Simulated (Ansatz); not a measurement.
# Zr (P6_3/mmc, 2 atoms in the cell) under biaxial strain in the (0001) plane, that of a and b, part 2 of 2

Aim: how do the optical modes of Zr (P6_3/mmc, 2 atoms in the cell) shift and split under this strain?

Ansatz 0.2.0; DFT PBEsol, scalar-relativistic, plane waves, PAW; PAW set soft_1.

So far, highest optical mode at the zone centre (no LO-TO term) (cm⁻¹): step 4 (modes at rest) 163.

## 5. Relaxation of a member: biaxial strain of +4 % in the (0001) plane, that of a and b

The cell takes a biaxial strain of +4 % in the (0001) plane, that of a and b. The strained lengths are held, while the rest of the cell and the atoms relax.

The input, input.yaml:

```yaml
crystal:
  lattice:
    - [3.3110410083, 0.0, 0.0]
    - [-1.6555205042, 2.8674456262, 0.0]
    - [0.0, 0.0, 5.0014312869]
  atoms:
    - { symbol: Zr, position: [0.3333333333, 0.6666666667, 0.25] }
    - { symbol: Zr, position: [0.6666666667, 0.3333333333, 0.75] }
kpoints:
  mp_grid: { grid: [15, 15, 8] }
hamiltonian:
  xc: pbesol
  pseudopotentials: { kind: paw, azcp: { folder: soft_1 }, xc_functional: pbe }
scf:
  occupations: { method: methfessel_paxton, width: 0.2 }
output:
  forces: true
  stress: true
  eigenvalues: true
relax:
  adjacent_minimum: "off"
  f_tol: 0.001
  max_steps: 60
  cell: { stress_tol: 0.01, fix: [a, b, gamma] }
```

The run is started by

```
$ ansatz run input.yaml --threads 4 --pin off --max-ram 10240MiB --backend cpu --events-out ev --progress --plain --runs-dir out
```

Numbers of over 12 decimals in the logs are rounded to 6 here.

Output:

```text
[...]
Crystal: 2 atoms, lattice volume = 47.485 Å³
Basis set: ecut = 420 eV, 929 PW (Γ), exchange–correlation on 48×48×72 points (8 copies of the dense FFT grid, shifted against one another)
Bands: 16, of which v1, the nominal top of the filled ones, is band 12 counted from 1 (11 counted from 0)
Symmetry: 24 space group operations
[...]
k-points: 135 of 1800
[...]
--- Relaxed structure (3 steps of the walk, 3 accepted, 1 SCFs on fresh bases) ---
[...]
cell:  # Å, volume = 47.1172 Å³
    - [3.311041, 2.886750755265696e-11, -4.741621796269774e-19]
    - [-1.655521, 2.867446, 2.3708108981706863e-19]
    - [-7.162368434246784e-19, 0, 4.962724]
  atoms:
    - { symbol: Zr, position: [0.333333, 0.666667, 0.250000] }
    - { symbol: Zr, position: [0.666667, 0.333333, 0.750000] }
[key lines of the parts left out:]
SCF converged after 5 iterations
Free energy (F): -8257.247912 eV
Fermi energy:    13.688998 eV
P = ⅓ Tr σ = -3.8976 GPa (-38.976 kbar)
```

The job ended after 6 s (4 threads of Arm Neoverse V1, shared host; peak memory 0.44 GiB).

Relaxation path:

| step | energy less that of the first step (eV) | largest force component (eV/Å) | pressure (GPa) | volume (Å³) |
| --- | --- | --- | --- | --- |
| 1 | 0.0000 | 0.0000 | -4.62 | 47.48 |
| 2 | -0.0011 | 0.0000 | -3.51 | 46.92 |
| 3 | -0.0014 | 0.0000 | -3.90 | 47.12 |
| 4* | -0.0014 | 0.0000 | -3.90 | 47.12 |

Relaxation steps marked * repeat the geometry before them on a plane-wave basis chosen anew for their cell, so energy and pressure can jump there.

Forces are held to the 24 operations that the run works with; a distortion that breaks them can't arise in this run.

```csv
"conventional cell, symmetrised",before,after,change
a (Å),3.311,3.311,-0.0 %
b (Å),3.311,3.311,-0.0 %
c (Å),5.001,4.963,-0.8 %
volume (Å³/atom),23.74,23.56,-0.8 %
```

Final coordinates:

```
Zr
1.0
     3.31104    0.00000    0.00000
    -1.65552    2.86745    0.00000
     0.00000    0.00000    4.96272
Zr
2
Direct
  0.33333 0.66667 0.25000
  0.66667 0.33333 0.75000
```

Numbers from this step:

| Item | Value |
| --- | --- |
| pressure | -3.898 GPa |
| volume per atom | 23.56 Å³ |

The forces vanish by symmetry.

## 6. Modes of this member: biaxial strain of +4 % in the (0001) plane, that of a and b

The zone-centre modes follow for biaxial strain of +4 % in the (0001) plane, that of a and b.

input.yaml, the sections that differ from step 5:

```yaml
crystal:
  lattice:
    - [3.3110410083, 0.0, 0.0]
    - [-1.6555205042, 2.8674456262, 0.0]
    - [0.0, 0.0, 4.9627235591]
  atoms:
    - { symbol: Zr, position: [0.3333333333, 0.6666666667, 0.25] }
    - { symbol: Zr, position: [0.6666666667, 0.3333333333, 0.75] }
output:
  eigenvalues: true
phonons:
  method: dfpt
# kpoints, hamiltonian, scf: as in step 5
# relax: removed
```

Output:

```text
[...]
Crystal: 2 atoms, lattice volume = 47.117 Å³
Basis set: ecut = 420 eV, 929 PW (Γ), exchange–correlation on 48×48×72 points (8 copies of the dense FFT grid, shifted against one another)
Bands: 16, of which v1, the nominal top of the filled ones, is band 12 counted from 1 (11 counted from 0)
Symmetry: 24 space group operations
k-points: 320 of 1800 (irreducible under 4 space group operations, time reversal used)
[...]
SCF iter   1: F=—  HF=-8257.464679 eV  |F-HF|=—  |Δ(HF+E_count)|=         —  Δρ=3.02e-2  dr2=5.71e-1  ethr=3.10e-3  ⟨swp⟩=5.1  Hψ=47169  notcnv=0
[...]
SCF iter   8: F=-8257.247912 eV  HF=-8257.247912 eV  |F-HF|=1.82e-12  |Δ(HF+E_count)|=  1.82e-12  S|Δr|=    0.00e0  Δρ=5.28e-8  dr2=7.10e-13  ethr=1.00e-12  ⟨swp⟩=9.8  Hψ=29181  notcnv=0
SCF 1 converged in 8 iterations: F = -8257.247912 eV  dr2 = 7.10e-13
[...]
SCF converged after 8 iterations
[...]
Free energy (F): -8257.247912 eV
[...]
Internal energy: -8257.250373 eV  (E = F + TS)
E sigma→0 (E₀):  -8257.248527 eV
Entropy (-TS):   0.002461 eV (1.231 meV/atom)
Fermi energy:    13.688998 eV
[...]
--- Band table (eV; the first three rows and the last of 320) ---
  k-point 0: bands = [... 8 lower, 8.0163, 10.6623, 14.3918, 14.3918, 15.1594, 15.2166, 15.2166, 15.3044, ... 4 higher]
  k-point 1: bands = [... 8 lower, 8.1581, 10.6719, 14.2590, 14.2590, 15.0109, 15.0389, 15.0738, 15.0738, ... 4 higher]
  k-point 2: bands = [... 8 lower, 8.5637, 10.6394, 14.0954, 14.0954, 14.4022, 14.7138, 14.7527, 14.7527, ... 4 higher]
  k-point 319: bands = [... 8 lower, 11.3956, 11.3956, 13.0536, 13.0536, 13.6505, 13.6505, 15.4215, 15.4215, ... 4 higher]
[...]
ASR residual: 1.121e-5 → 0.000e0 eV/Å²; symmetrization residual: 3.143e-10 eV/Å²
  ASR residual per site (eV/Å²): 1.12e-5 1.12e-5
  Γ frequencies (cm⁻¹): 0.00 0.00 0.00 78.37 78.37 171.62
[...]
```

Run time: 19 s. Hardware: 4 threads; peak memory 0.97 GiB; 72 s of CPU time.

Numbers from this step:

* sum-rule residual before enforcement: 1.12e-5 eV/Å²
* highest optical mode at the zone centre (no LO-TO term): 171.6 cm⁻¹
* lowest optical zone-centre mode: 78.37 cm⁻¹

Patterns of degenerate modes are one choice out of their space. Modes at Γ:

```csv
mode,frequency (cm⁻¹),symmetry
1,0.0,acoustic
2,0.0,acoustic
3,0.0,acoustic
4,78.4,E2g
5,78.4,E2g
6,171.6,B1g
```

Displacements in mode 5 (78.4 cm⁻¹), the largest set to 1:
```
Zr1  1.00  0.00  0.00
Zr2 -1.00  0.00  0.00
```

Displacements in mode 6 (171.6 cm⁻¹), the largest set to 1:
```
Zr1  0.00  0.00  1.00
Zr2  0.00  0.00 -1.00
```

The lowest optical mode is real, 78.4 cm⁻¹, and the highest lies at 171.6 cm⁻¹.

Between step 4 and this run (strain 4 %) the value for the highest optical mode at the zone centre (no LO-TO term) moves from 163 cm⁻¹ to 172 cm⁻¹ (+5 %).

## 7. A member of the series: biaxial strain of -4 % in the (0001) plane, that of a and b

The cell takes a biaxial strain of -4 % in the (0001) plane, that of a and b. The strained lengths are held, while the rest of the cell and the atoms relax.

input.yaml, the sections that differ from step 6:

```yaml
crystal:
  lattice:
    - [3.0563455461, 0.0, 0.0]
    - [-1.5281727731, 2.6468728857, 0.0]
    - [0.0, 0.0, 5.2655315529]
  atoms:
    - { symbol: Zr, position: [0.3333333333, 0.6666666667, 0.25] }
    - { symbol: Zr, position: [0.6666666667, 0.3333333333, 0.75] }
output:
  forces: true
  stress: true
  eigenvalues: true
relax:
  adjacent_minimum: "off"
  f_tol: 0.001
  max_steps: 60
  cell: { stress_tol: 0.01, fix: [a, b, gamma] }
# kpoints, hamiltonian, scf: as in step 6
# phonons: removed
```

Output:

```text
[...]
Crystal: 2 atoms, lattice volume = 42.597 Å³
Basis set: ecut = 420 eV, 845 PW (Γ), exchange–correlation on 48×48×72 points (8 copies of the dense FFT grid, shifted against one another)
Bands: 16, of which v1, the nominal top of the filled ones, is band 12 counted from 1 (11 counted from 0)
Symmetry: 24 space group operations
[...]
k-points: 135 of 1800
[...]
--- Relaxed structure (4 steps of the walk, 4 accepted, 1 SCFs on fresh bases) ---
[...]
cell:  # Å, volume = 43.1095 Å³
    - [3.056346, 2.886752045893801e-11, 0]
    - [-1.528173, 2.646873, -5.893804805836281e-19]
    - [0, -1.17247848734246e-18, 5.328896]
  atoms:
    - { symbol: Zr, position: [0.333333, 0.666667, 0.250000] }
    - { symbol: Zr, position: [0.666667, 0.333333, 0.750000] }
[key lines of the parts left out:]
SCF converged after 5 iterations
Free energy (F): -8257.252819 eV
Fermi energy:    15.079242 eV
P = ⅓ Tr σ = 3.5484 GPa (35.484 kbar)
```

Wall time 6.5 s (4 threads); peak memory 0.39 GiB.

Step by step:

| step | energy less that of the first step (eV) | largest force component (eV/Å) | pressure (GPa) | volume (Å³) |
| --- | --- | --- | --- | --- |
| 1 | 0.0000 | 0.0000 | 4.95 | 42.60 |
| 2 | -0.0023 | 0.0000 | 2.92 | 43.35 |
| 3 | -0.0029 | 0.0000 | 3.51 | 43.12 |
| 4 | -0.0029 | 0.0000 | 3.55 | 43.11 |
| 5* | -0.0029 | 0.0000 | 3.55 | 43.11 |

Relaxation steps marked * repeat the geometry before them on a plane-wave basis chosen anew for their cell, so energy and pressure can jump there.

Forces are held to the 24 operations that the run works with; a distortion that breaks them can't arise in this run.

```
conventional cell, symmetrised  before  after  change
                         a (Å)   3.056  3.056  +0.0 %
                         b (Å)   3.056  3.056  +0.0 %
                         c (Å)   5.266  5.329  +1.2 %
              volume (Å³/atom)   21.30  21.55  +1.2 %
```

Final coordinates:

```cif
data_structure
_symmetry_space_group_name_H-M 'P 1'
_symmetry_Int_Tables_number 1
_cell_length_a 3.0563
_cell_length_b 3.0563
_cell_length_c 5.3289
_cell_angle_alpha 90.000
_cell_angle_beta 90.000
_cell_angle_gamma 120.000
_cell_volume 43.11
loop_
_atom_site_label
_atom_site_type_symbol
_atom_site_fract_x
_atom_site_fract_y
_atom_site_fract_z
_atom_site_occupancy
Zr1 Zr 0.33333 0.66667 0.25000 1
Zr2 Zr 0.66667 0.33333 0.75000 1
```

Numbers from this step:

```
pressure        : 3.548 GPa
volume per atom : 21.55 Å³
```

The forces vanish by symmetry.

## 8. Zone-centre modes of the member: biaxial strain of -4 % in the (0001) plane, that of a and b

The zone-centre modes follow for biaxial strain of -4 % in the (0001) plane, that of a and b.

input.yaml, the sections that differ from step 7:

```yaml
crystal:
  lattice:
    - [3.0563455461, 0.0, 0.0]
    - [-1.5281727731, 2.6468728857, 0.0]
    - [0.0, 0.0, 5.328896037]
  atoms:
    - { symbol: Zr, position: [0.3333333333, 0.6666666667, 0.25] }
    - { symbol: Zr, position: [0.6666666667, 0.3333333333, 0.75] }
output:
  eigenvalues: true
phonons:
  method: dfpt
# kpoints, hamiltonian, scf: as in step 7
# relax: removed
```

Output:

```text
[...]
Crystal: 2 atoms, lattice volume = 43.109 Å³
Basis set: ecut = 420 eV, 845 PW (Γ), exchange–correlation on 48×48×72 points (8 copies of the dense FFT grid, shifted against one another)
Bands: 16, of which v1, the nominal top of the filled ones, is band 12 counted from 1 (11 counted from 0)
Symmetry: 24 space group operations
k-points: 320 of 1800 (irreducible under 4 space group operations, time reversal used)
[...]
k-point 2: bands = [... 8 lower, 9.8338, 11.7359, 15.0869, 15.2327, 16.0893, 16.0893, 16.4948, 16.4948, ... 4 higher]
  k-point 319: bands = [... 8 lower, 12.7321, 12.7321, 14.3660, 14.3660, 15.2950, 15.2950, 17.0870, 17.0870, ... 4 higher]
[...]
ASR residual: 5.094e-5 → 0.000e0 eV/Å²; symmetrization residual: 1.834e-10 eV/Å²
  ASR residual per site (eV/Å²): 5.09e-5 5.09e-5
  Γ frequencies (cm⁻¹): 0.00 0.00 0.00 55.34 55.34 178.69
[...]
[key lines of the parts left out:]
SCF converged after 8 iterations
Free energy (F): -8257.252819 eV
Fermi energy:    15.079242 eV
```

Run time: 18 s. Hardware: 4 threads; peak memory 0.93 GiB.

Numbers from this step:

```yaml
sum_rule_residual_before_enforcement: 5.09e-5 eV/Å²
highest_optical_mode_at_the_zone_centre_no_lo_to_term: 178.7 cm⁻¹
lowest_optical_zone_centre_mode: 55.34 cm⁻¹
```

Patterns of degenerate modes are one choice out of their space. Modes at Γ:

```
mode  frequency (cm⁻¹)  symmetry
   1               0.0  acoustic
   2               0.0  acoustic
   3               0.0  acoustic
   4              55.3       E2g
   5              55.3       E2g
   6             178.7       B1g
```

Displacements in mode 5 (55.3 cm⁻¹), the largest set to 1:
```
Zr1  1.00  0.00  0.00
Zr2 -1.00  0.00  0.00
```

Displacements in mode 6 (178.7 cm⁻¹), the largest set to 1:
```
Zr1  0.00  0.00 -1.00
Zr2  0.00  0.00  1.00
```

The lowest optical mode is real, 55.3 cm⁻¹, and the highest lies at 178.7 cm⁻¹.

For the highest optical mode at the zone centre (no LO-TO term), step 4 gave 163 cm⁻¹; this run, with strain -4 %, gives 179 cm⁻¹ (+9 %).

## 9. All members side by side

The members are set side by side, also those not shown above.

Stress is positive in compression; energies are extrapolated to zero smearing, and E0 is that at rest; the edges not held and the atoms are relaxed in each cell; all runs use 15×15×8 k points and Methfessel-Paxton smearing of 0.2 eV. State of the crystal along the series:

```
strain (%)  in-plane stress (GPa)  free strain along c (%)  E - E0 (meV/atom)
        -4                  5.322                    4.123               31.5
        -3                  4.193                    2.885              18.03
        -2                  2.875                    1.825              8.183
        -1                  1.487                   0.8661              2.101
         0               -1.52e-4                        0                  0
         1                  -1.54                  -0.7938              2.179
         2                 -3.057                   -1.546              8.651
         3                 -4.512                   -2.276              19.29
         4                 -5.846                   -3.032              33.93
```

Optical modes are counted from below at rest and tracked from member to member by their patterns, and modes that stay within 0.3 cm⁻¹ of each other stand once; labels, where given, are those at rest; the edges not held and the atoms are relaxed in each cell; all runs use 15×15×8 k points and Methfessel-Paxton smearing of 0.2 eV. Optical modes along the series:

```
strain (%)  optical mode 1 E2g (cm⁻¹)  optical mode 2 B1g (cm⁻¹)
        -4                      55.34                      178.7
        -3                      56.99                      179.6
        -2                      58.58                      175.6
        -1                      60.52                      168.2
         0                      63.26                      163.2
         1                      66.78                      161.8
         2                      70.86                      163.4
         3                      74.91                      166.9
         4                      78.37                      171.6
```

Value and slope at zero strain of a cubic (a lower polynomial where under five rows exist) through the rows within 2 % of rest. Slopes at rest:

```
              mode  frequency (cm⁻¹)  shift per percent of strain (cm⁻¹)  shift per GPa of compressive stress (cm⁻¹)
optical mode 1 E2g              63.3                                3.15                                       -2.07
optical mode 2 B1g             163.4                               -3.25                                        2.13
```

## 10. Results

| Property | Result |
| --- | --- |
| members | 9 |
| highest optical mode at the zone centre (no LO-TO term), at rest | 163.2 cm⁻¹ |
| biaxial modulus in the (0001) plane, that of a and b | 152 GPa |
| optical mode 1 E2g, shift per percent | 3.15 cm⁻¹ |
| optical mode 2 B1g, shift per percent | -3.25 cm⁻¹ |

In words: The stress changes by 1.52 GPa for each percent, a biaxial modulus of 152 GPa in the (0001) plane, that of a and b. For each percent the free edge responds with -0.83 %. Within 2 % of rest optical mode 1 E2g and optical mode 2 B1g bend away from a straight line, so a single slope holds only near rest. These are harmonic frequencies at zero temperature: anharmonic shifts, linewidths and thermal expansion are left out. With no gap, or one that is small against the smearing, the frequencies hang on the k mesh and the smearing, most of all near Kohn anomalies. The PAW files were made for PBE; the program adapts parts of them to the functional of the run, but their partial waves stay those of PBE, an approximation that was not tested in this session. Only the zone centre was solved, so an instability at another wavevector cannot show here.

[Logs are printed without paths, hosts, clocks, repeated set-up lines and the standing remarks that a program may print on its own settings, such as how far it seeks lower states.]

[Hosts, paths, dates, database ids (printed as entryN), source tags and the programs' standing remarks are cut or masked in the printed files.]
